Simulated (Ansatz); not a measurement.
# Ti2CO2 monolayer: the cell at rest

Wanted: the relaxed cell of Ti2CO2 monolayer.

Method: DFT LDA, scalar-relativistic, plane waves, PAW, in Ansatz 0.2.0.

## 1. Set-up

The cell holds 5 atoms: 1 C, 2 Ti and 2 O. Its edges and angles: a = 3.040 Å, b = 3.040 Å, c = 20.000 Å, α = 90.0°, β = 90.0°, γ = 120.0°. Vacuum lies along c.

## 2. A coarse first look

A quick single point on a coarse mesh tells whether the cell has a gap and how far it is from rest, which sets the k mesh and smearing that follow.

The program solves this slab on a cell height of its own, 32.6 Å, in place of the one typed.

File input.yaml:

```yaml
crystal:
  lattice:
    - [3.04, 0.0, 0.0]
    - [-1.52, 2.63272, 0.0]
    - [0.0, 0.0, 20.0]
  atoms:
    - { symbol: C, position: [0.0, 0.0, 0.5] }
    - { symbol: Ti, position: [0.333333, 0.666667, 0.56] }
    - { symbol: Ti, position: [0.666667, 0.333333, 0.44] }
    - { symbol: O, position: [0.666667, 0.333333, 0.61] }
    - { symbol: O, position: [0.333333, 0.666667, 0.39] }
  periodic: [true, true, false]
kpoints:
  mp_grid: { grid: [6, 6, 1] }
hamiltonian:
  xc: lda
scf:
  occupations: { method: gaussian, width: 0.1 }
output:
  forces: true
  stress: true
  eigenvalues: true
```

Launch:

```bash
ansatz run input.yaml --threads 4 --pin off --max-ram 14336MiB --backend cpu --events-out ev --progress --plain --runs-dir out
```

Numbers of over 12 decimals in the logs are rounded to 6 here.

Output:

```text
[...]
k-point 0: bands = [... 16 lower, -10.6687, -7.8649, -7.3329, -7.3329, -6.4809, -6.4809, -5.5208, -5.2008, ... 1 higher]
  k-point 1: bands = [... 16 lower, -10.1538, -9.1148, -8.3047, -7.7740, -6.4033, -5.6691, -5.1362, -4.8610, ... 1 higher]
  k-point 2: bands = [... 16 lower, -10.5942, -9.6919, -8.7973, -8.5200, -6.7593, -5.1765, -4.9207, -4.3070, ... 1 higher]
  k-point 6: bands = [... 16 lower, -10.4316, -9.9085, -9.5887, -9.5887, -5.6009, -5.3199, -5.3199, -4.1376, ... 1 higher]
[key lines of the parts left out:]
SCF converged after 9 iterations
Free energy (F): -6259.161372 eV
Fermi energy:    -7.130711 eV
P = ½ c Tr σ = -10.5434 N/m
```

It took 1.3 s on 4 threads of Arm Neoverse V1, shared host; peak memory 0.53 GiB; 4.7 s of CPU time.

This run has no spin polarisation, although Ti can carry a moment.

A gap read on the k-mesh alone can miss the band edges.

This step gave:

* gap on the k-mesh: 0.4134 eV
* direct gap on mesh: 0.8520 eV
* area per atom: 1.601 Å²

The coarse mesh shows a gap of 0.41 eV.

## 3. Coarse relaxation

A rough relaxation comes first, because large forces or stress need no tight tolerances yet.

The program solves this slab on a cell height of its own, 32.6 Å, in place of the one typed.

input.yaml, as its differences from that of step 2:

```diff
@@ -13,3 +13,3 @@
 kpoints:
-  mp_grid: { grid: [6, 6, 1] }
+  mp_grid: { grid: [9, 9, 1] }
 hamiltonian:
@@ -22 +22,6 @@
   eigenvalues: true
+relax:
+  adjacent_minimum: "off"
+  f_tol: 0.05
+  max_steps: 80
+  cell: { stress_2d_tol: 0.02 }
```

Output:

```text
[...]
Crystal: 5 atoms, lattice volume = 260.913 Å³
Basis set: ecut = 420 eV, 5065 PW (Γ)
Bands: 25, of which v1, the nominal top of the filled ones, is band 20 counted from 1 (19 counted from 0)
Symmetry: 12 space group operations
[...]
k-points: 12 of 81
[...]
cell:  # Å, volume = 250.1799 Å³
    - [2.976816, 0.0, 0]
    - [-1.488408, 2.577999, 0]
    - [0, 0, 32.6]
  atoms:
    - { symbol: C, position: [0, 0, 0.306748] }
    - { symbol: Ti, position: [0.333333, 0.666667, 0.346243] }
    - { symbol: Ti, position: [0.666667, 0.333333, 0.267254] }
    - { symbol: O, position: [0.666667, 0.333333, 0.373540] }
    - { symbol: O, position: [0.333333, 0.666667, 0.239957] }
[key lines of the parts left out:]
SCF converged after 8 iterations
Free energy (F): -6259.632320 eV
Fermi energy:    -5.872484 eV
P = ½ c Tr σ = -0.0091 N/m
```

The job ended after 20 s (4 threads; peak memory 0.58 GiB).

Relaxation path:

| step | energy less that of the first step (eV) | largest force component (eV/Å) | volume (Å³) |
| --- | --- | --- | --- |
| 1 | 0.0000 | 3.2498 | 260.91 |
| 2 | -0.3811 | 0.9486 | 247.84 |
| 3 | -0.4592 | 0.2117 | 251.14 |
| 4 | -0.4610 | 0.0407 | 250.95 |
| 5 | -0.4617 | 0.0045 | 250.54 |
| 6 | -0.4618 | 0.0002 | 250.45 |
| 7* | -0.4540 | 0.0002 | 250.45 |
| 8 | -0.4543 | 0.0011 | 250.18 |
| 9* | -0.4540 | 0.0011 | 250.18 |

Relaxation steps marked * repeat the geometry before them on a plane-wave basis chosen anew for their cell, so energy and pressure can jump there.

The run keeps the 12 symmetry operations that it works with, so distortions that break them were not tested.

| cell as run | before | after | change |
| --- | --- | --- | --- |
| a (Å) | 3.040 | 2.977 | -2.1 % |
| b (Å) | 3.040 | 2.977 | -2.1 % |

The atoms that moved most (Å, along periodic axes as changes of fractional coordinates times the final cell, across vacuum about the mean position):

| atom | dx | dy | dz | length |
| --- | --- | --- | --- | --- |
| Ti2 | 0.000 | 0.000 | 0.088 | 0.088 |
| Ti3 | 0.000 | 0.000 | -0.088 | 0.088 |
| O4 | 0.000 | 0.000 | -0.023 | 0.023 |
| O5 | 0.000 | 0.000 | 0.023 | 0.023 |

Final coordinates:

```xyz
5
Lattice="2.9768 0.0000 0.0000 -1.4884 2.5780 0.0000 0.0000 0.0000 32.6000" Properties=species:S:1:pos:R:3
C     0.0000    0.0000   10.0000
Ti    0.0000    1.7187   11.2875
Ti    1.4884    0.8593    8.7125
O     1.4884    0.8593   12.1774
O     0.0000    1.7187    7.8226
```

This step gave:

| Quantity | Value |
| --- | --- |
| gap on the k-mesh | 0.2799 eV |
| direct gap on mesh | 0.5948 eV |
| area per atom | 1.535 Å² |

The relaxation ends with a largest force component of 0.0011 eV/Å.

## 4. Bringing the structure to rest

The cell and atoms are relaxed, since residual forces and stress would shift the frequencies.

File input.yaml:

```yaml
crystal:
  lattice:
    - [2.9768163957, 0.0, 0.0]
    - [-1.4884081979, 2.5779986211, 0.0]
    - [0.0, 0.0, 32.6]
  atoms:
    - { symbol: C, position: [0.0, 0.0, 0.3067484663] }
    - { symbol: Ti, position: [0.3333333333, 0.6666666667, 0.3462425756] }
    - { symbol: Ti, position: [0.6666666667, 0.3333333333, 0.2672543569] }
    - { symbol: O, position: [0.6666666667, 0.3333333333, 0.3735401844] }
    - { symbol: O, position: [0.3333333333, 0.6666666667, 0.2399567481] }
  periodic: [true, true, false]
kpoints:
  mp_grid: { grid: [15, 15, 1] }
hamiltonian:
  xc: lda
scf:
  occupations: { method: gaussian, width: 0.01 }
output:
  forces: true
  stress: true
  eigenvalues: true
  write_density: true
  write_potential: true
  elf: true
  volumetric_format: npy
relax:
  adjacent_minimum: "off"
  f_tol: 0.005
  max_steps: 80
  cell: { stress_2d_tol: 0.02 }
```

Output:

```text
[...]
Crystal: 5 atoms, lattice volume = 250.180 Å³
Basis set: ecut = 420 eV, 4753 PW (Γ)
Bands: 25, of which v1, the nominal top of the filled ones, is band 20 counted from 1 (19 counted from 0)
[... 1 set-up line as in the run before ...]
[...]
k-points: 27 of 225
[...]
SCF iter   1: F=—  HF=-6259.664038 eV  |F-HF|=—  |Δ(HF+E_count)|=         —  Δρ=7.09e-3  dr2=1.18e-1  ethr=1.77e-3  ⟨swp⟩=11.3  Hψ=4706  notcnv=0
[...]
SCF iter  11: F=-6259.636227 eV  HF=-6259.636227 eV  |F-HF|=2.27e-11  |Δ(HF+E_count)|=  1.89e-10  Δρ=5.73e-8  dr2=4.36e-12  ethr=1.00e-12  ⟨swp⟩=8.1  Hψ=4575  notcnv=0
SCF 1 converged in 11 iterations: F = -6259.636227 eV  dr2 = 4.36e-12
[...]
relax step   1: F+E_penalty+E_count = -6259.63622747 eV  Δ(F+E_penalty+E_count) = +0.000e0 eV  max|allowed force component| = 9.423e-3 eV/Å  Δτ_max = 0.0000 Å  P = -0.037 N/m  Ω = 250.180 Å³  fix = [c, alpha, beta]  reactions: c +0.000 N/m  (11 SCF iters, dr2 threshold 1.00e-7 eV, accepted)
Crystal: 5 atoms, lattice volume = 250.115 Å³
[...]
SCF iter   6: F=-6259.636293 eV  HF=-6259.636293 eV  |F-HF|=5.40e-10  |Δ(HF+E_count)|=   1.81e-9  Δρ=5.51e-7  dr2=1.71e-9  ethr=1.39e-11  ⟨swp⟩=14.0  Hψ=6247  notcnv=0
SCF 2 converged in 6 iterations: F = -6259.636293 eV  dr2 = 1.71e-9
relax step   2: F+E_penalty+E_count = -6259.63629345 eV  Δ(F+E_penalty+E_count) = -6.598e-5 eV  max|allowed force component| = 3.345e-3 eV/Å  Δτ_max = 0.0008 Å  P = +0.002 N/m  Ω = 250.115 Å³  energy of the carried Pulay correction = +6.348e-5 eV  fix = [c, alpha, beta]  reactions: c +0.000 N/m  (6 SCF iters, dr2 threshold 5.55e-9 eV, accepted)
[...]
SCF iter   8: F=-6259.636231 eV  HF=-6259.636231 eV  |F-HF|=4.27e-11  |Δ(HF+E_count)|=  1.55e-11  Δρ=2.90e-8  dr2=1.95e-12  ethr=1.00e-12  ⟨swp⟩=9.2  Hψ=4671  notcnv=0
SCF 3 converged in 8 iterations: F = -6259.636231 eV  dr2 = 1.95e-12
relax step   3: F+E_penalty+E_count = -6259.63623051 eV  Δ(F+E_penalty+E_count) = +6.294e-5 eV  max|allowed force component| = 3.318e-3 eV/Å  Δτ_max = 0.0000 Å  P = +0.001 N/m  Ω = 250.115 Å³  fix = [c, alpha, beta]  reactions: c +0.000 N/m  stress off target by 5.13e-4 N/m on what of the cell is left free  SCF on the basis re-selected at this cell (its energy is not comparable with the rows above)  (8 SCF iters)
[...]
WARN: The output density's exchange-correlation potential varies sharply where the density is thin. Do not read a vacuum level from v_tot or v_xc, or from such a field of the output density. On a cell that repeats whose density bears no net charge and no dipole along the vacuum's axis use v_es (v_loc + v_h of the components); under efield.dipole_correction with no amplitude use v_es + v_field, which holds any externa [...]
SCF converged after 8 iterations
Free energy (F): -6259.636231 eV
[...]
Internal energy: -6259.636231 eV  (E = F + TS)
E sigma→0 (E₀):  -6259.636231 eV
Fermi energy:    -5.860429 eV
[...]
--- Forces (eV/Å), atoms counted from 1 ---
  atom   1  C      0.00000000     0.00000000     0.00000000
  atom   2  Ti     0.00000000     0.00000000    -0.00141473
  atom   3  Ti    -0.00000000    -0.00000000     0.00141473
  atom   4  O      0.00000000     0.00000000    -0.00331774
  atom   5  O      0.00000000    -0.00000000     0.00331774
  max |Σ_I F_I| component: 9.25e-18 eV/Å
--- 2D stress c σ (N/m, compression-positive) ---
        0.000513       0.000000       0.000000
        0.000000       0.000513      -0.000000
        0.000000      -0.000000       0.000000
  P = ½ c Tr σ = 0.0005 N/m
--- Band table (eV; the first three rows and the last of 27) ---
  k-point 0: bands = [... 16 lower, -10.7918, -7.1982, -5.9949, -5.9949, -5.3975, -5.3975, -4.5256, -4.5256, ... 1 higher]
  k-point 1: bands = [... 16 lower, -10.6526, -7.1062, -6.5757, -6.3823, -5.1832, -5.0116, -4.6402, -4.5051, ... 1 higher]
  k-point 2: bands = [... 16 lower, -10.3795, -7.5227, -6.9964, -6.8933, -5.2783, -4.6959, -4.4354, -4.2402, ... 1 higher]
  k-point 26: bands = [... 16 lower, -10.2851, -9.2861, -8.9578, -8.9578, -4.8517, -4.4118, -4.4118, -3.5183, ... 1 higher]
--- Relaxed structure (2 steps of the walk, 2 accepted, 1 SCFs on fresh bases) ---
[...]
cell:  # Å, volume = 250.1146 Å³
    - [2.976428, 2.886377441262406e-11, 0]
    - [-1.488214, 2.577663, 0]
    - [0, 0, 32.6]
  atoms:
    - { symbol: C, position: [0, 0, 0.306748] }
    - { symbol: Ti, position: [0.333333, 0.666667, 0.346261] }
    - { symbol: Ti, position: [0.666667, 0.333333, 0.267236] }
    - { symbol: O, position: [0.666667, 0.333333, 0.373564] }
    - { symbol: O, position: [0.333333, 0.666667, 0.239933] }
```

The job ended after 15 s (4 threads; peak memory 0.61 GiB).

Little changed from the start: no atom moved by 0.005 Å and no cell edge by 0.1 %.

Numbers from this step:

```
gap on the k-mesh  : 0.2694 eV
direct gap on mesh : 0.5975 eV
area per atom      : 1.534 Å²
```

ELF in the ac plane at fractional y = 0.333, with atoms of Ti and O within 0.2 Å of it. It is the smooth field of the valence electrons, not physical close to the nuclei.

Ten even steps from '0' (0.00) to '9' (0.72), each cell a mean:
```
000000000000000
000000000000000
000000000000000
000000000000000
000000000000000
000000000000000
000000000000000
000000000000000
000000000000000
000000000000000
000000000000000
000000000000000
000000000000000
000000001111100
510015899989998
212212467767764
788887532212235
235532367545763
578875311111113
000000000000000
000000000000000
000000000000000
000000000000000
000000000000000
```
Columns run along a (3.0 Å), rows up along c (32.6 Å). Atoms in or near the plane, at fractional coordinates: Ti at (0.67, 0.27), O at (0.67, 0.37).

Valence density in the ac plane at fractional y = 0.333, with atoms of Ti and O within 0.2 Å of it. It is the smooth field of the valence electrons, not physical close to the nuclei.

Ten steps, logarithmic in the rise over the least value, from '_' (0.00 × 1e0 e/Å³) to '@' (7.29 × 1e0 e/Å³), each cell a mean:
```
______________________________
______________________________
______________________________
______________________________
______________________________
______________________________
______________________________
______________________________
______________________________
______________________________
______________________________
______________________________
______________________________
______________________________
::........::--++**##%%##**++--
--========--==++**######**++==
============------------------
------------++##@@@@@@@@@@##++
::--------::::::::------::::::
______________________________
______________________________
______________________________
______________________________
______________________________
```
Columns run along a (3.0 Å), rows up along c (32.6 Å). Atoms in or near the plane, at fractional coordinates: Ti at (0.67, 0.27), O at (0.67, 0.37).

Electrostatic potential energy in the ac plane at fractional y = 0.333, with atoms of Ti and O within 0.2 Å of it. With pseudopotentials it is smooth inside the atoms' cores, unlike the true potential.

Ten even steps from '0' (-31 eV) to '9' (0 eV), each cell a mean:
```
999999999999999
999999999999999
999999999999999
999999999999999
999999999999999
999999999999999
999999999999999
999999999999999
999999999999999
999999999999999
999999999999999
999999999999999
999999999999999
999999999999999
999999865444568
543345654444456
776677776666677
577775200000002
889998877666778
999999999999999
999999999999999
999999999999999
999999999999999
999999999999999
```
Columns run along a (3.0 Å; values clipped at the 3rd and 97th percentile), rows up along c (32.6 Å). Atoms in or near the plane, at fractional coordinates: Ti at (0.67, 0.27), O at (0.67, 0.37).

## 5. Tight relaxation

Phonons need a cell at rest on their own settings, so the relaxation is repeated with tight tolerances on forces and stress on the k mesh and occupations of the first response run.

File input.yaml:

```yaml
crystal:
  lattice:
    - [2.976428428, 0.0, 0.0]
    - [-1.488214214, 2.5776626312, 0.0]
    - [0.0, 0.0, 32.6]
  atoms:
    - { symbol: C, position: [0.0, 0.0, 0.3067484663] }
    - { symbol: Ti, position: [0.3333333333, 0.6666666667, 0.3462613501] }
    - { symbol: Ti, position: [0.6666666667, 0.3333333333, 0.2672355824] }
    - { symbol: O, position: [0.6666666667, 0.3333333333, 0.373563607] }
    - { symbol: O, position: [0.3333333333, 0.6666666667, 0.2399333255] }
  periodic: [true, true, false]
kpoints:
  mp_grid: { grid: [18, 18, 1] }
hamiltonian:
  xc: lda
scf:
  occupations: { method: fixed }
output:
  forces: true
  stress: true
  eigenvalues: true
relax:
  adjacent_minimum: "off"
  f_tol: 0.001
  max_steps: 60
  cell: { stress_2d_tol: 0.002 }
```

Output:

```text
[...]
Crystal: 5 atoms, lattice volume = 250.115 Å³
Basis set: ecut = 420 eV, 4753 PW (Γ)
Bands: 25, of which v1, the nominal top of the filled ones, is band 20 counted from 1 (19 counted from 0)
[... 1 set-up line as in the run before ...]
[...]
k-points: 37 of 324
[...]
cell:  # Å, volume = 250.1333 Å³
    - [2.976539, 0.0, 0]
    - [-1.488270, 2.577759, 0]
    - [0, 0, 32.6]
  atoms:
    - { symbol: C, position: [0, 0, 0.30674846626] }
    - { symbol: Ti, position: [0.333333, 0.666667, 0.346255] }
    - { symbol: Ti, position: [0.666667, 0.333333, 0.267242] }
    - { symbol: O, position: [0.666667, 0.333333, 0.373550] }
    - { symbol: O, position: [0.333333, 0.666667, 0.239947] }
[key lines of the parts left out:]
SCF converged after 10 iterations
Free energy (F): -6259.636381 eV
Fermi energy:    -5.994539 eV
P = ½ c Tr σ = -0.0005 N/m
```

It took 22 s on 4 threads; peak memory 0.64 GiB; 87 s of CPU time.

Little changed from the start: no atom moved by 0.005 Å and no cell edge by 0.1 %.

Numbers from this step:

```
gap on the k-mesh  : 0.2652 eV
direct gap on mesh : 0.5980 eV
area per atom      : 1.535 Å²
```

The largest force component left is 0.46 meV/Å, within the tolerances set.

## 6. What came out

| Item | Value |
| --- | --- |
| space group after relaxation (within 0.01 Å) | P-3m1 |
| lattice constant a | 2.977 Å |
| lattice constant b | 2.977 Å |
| area per atom | 1.53 Å² |
| gap on the k-mesh | 0.265 eV |

The largest force component left is 0.46 meV/Å, within the tolerances set. The relaxation keeps the symmetry of its start, so it says nothing on stability against lower symmetry. The starting cell was built on a prototype and not taken from a measurement.

[Logs are printed without paths, hosts, clocks, repeated set-up lines and the standing remarks that a program may print on its own settings, such as how far it seeks lower states.]

[Hosts, paths, dates, database ids (printed as entryN), source tags and the programs' standing remarks are cut or masked in the printed files.]
